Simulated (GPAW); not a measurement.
The Ge K edge of atom 1 in FeGe (P6/mmm), with 6 Fe at 2.51 Å and 3 Ge at 2.89 Å (9-fold, site symmetry -6m2), was computed in 2 ways: excited-electron core hole (neutral cell) and no core hole. Program and functional: GPAW, LDA, Gaussian full width 1.96 eV up to 4 eV, rising linearly to 3.5 eV at 25 eV; cells of 6 and 18 atoms (the run without a hole in the smaller).

Each run is counted from its own lowest empty level or Fermi level and scaled to a mean of 1 over its first 20 eV.

```csv
E (eV),run 1,run 2
-2.0,0.01,0.01
-1.5,0.04,0.03
-1.0,0.13,0.08
-0.5,0.31,0.19
0.0,0.57,0.35
0.5,0.86,0.53
1.0,1.13,0.67
1.5,1.36,0.78
2.0,1.56,0.91
2.5,1.73,1.12
3.0,1.84,1.41
3.5,1.81,1.69
4.0,1.61,1.86
4.5,1.30,1.79
5.0,1.00,1.55
5.5,0.78,1.26
6.0,0.65,0.98
6.5,0.59,0.74
7.0,0.60,0.58
7.5,0.70,0.56
8.0,0.85,0.66
8.5,0.99,0.83
9.0,1.10,1.00
9.5,1.16,1.11
10.0,1.16,1.13
10.5,1.11,1.10
11.0,1.04,1.06
11.5,0.95,1.05
12.0,0.89,1.06
12.5,0.86,1.06
13.0,0.85,1.04
13.5,0.85,1.00
14.0,0.84,0.95
14.5,0.82,0.91
15.0,0.81,0.89
15.5,0.82,0.88
16.0,0.84,0.88
16.5,0.86,0.88
17.0,0.86,0.88
17.5,0.84,0.88
18.0,0.81,0.88
18.5,0.78,0.88
19.0,0.77,0.88
19.5,0.78,0.88
20.0,0.79,0.89
20.5,0.80,0.89
21.0,0.81,0.90
21.5,0.81,0.89
22.0,0.81,0.87
22.5,0.80,0.85
23.0,0.79,0.82
23.5,0.77,0.79
24.0,0.75,0.77
24.5,0.73,0.75
25.0,0.71,0.75
25.5,0.69,0.75
26.0,0.68,0.77
26.5,0.67,0.78
27.0,0.67,0.79
27.5,0.68,0.79
28.0,0.69,0.79
28.5,0.72,0.78
29.0,0.75,0.77
29.5,0.77,0.76
30.0,0.79,0.74
30.5,0.79,0.73
31.0,0.78,0.72
31.5,0.77,0.72
```

Question: Which run is which?

Run 1: excited-electron core hole (neutral cell) (area from −2 to 6 eV 8.2, main maxima 3.2 eV (1.85), 9.8 eV (1.17) and 16.8 eV (0.86)). Run 2: no core hole (area from −2 to 6 eV 7.4, main maxima 4.2 eV (1.86), 9.8 eV (1.13) and 27.4 eV (0.79)). With each curve scaled to its own mean, the area from −2 to 6 eV with the hole is 8.2 against 7.4, and the centre of weight from −1 to 20 eV moves by -0.7 eV (first and strongest maxima below 20 eV: 4.2 eV (1.86) and 9.8 eV (1.13) without the hole, 3.2 eV (1.85), 9.8 eV (1.17) and 16.8 eV (0.86) with it); the shape changes all the same, by 23 % r.m.s.

[Banner, clock and machine lines of the logs are left out without a mark of their own.]

[Logs are printed without paths, hosts, clocks, repeated set-up lines and the standing remarks that a program may print on its own settings, such as how far it seeks lower states.]

[Hosts, paths, dates, database ids (printed as entryN), source tags and the programs' standing remarks are cut or masked in the printed files.]

[Lists of maxima count a maximum above −3 eV only where it reaches 4 % of the highest in the window and stands out from its surroundings by 2 % of it (1.5 % where it reaches 55 %); shoulders and weaker maxima are passed over, and of the rest the first, up to two pre-edge ones and the few strongest are named.]
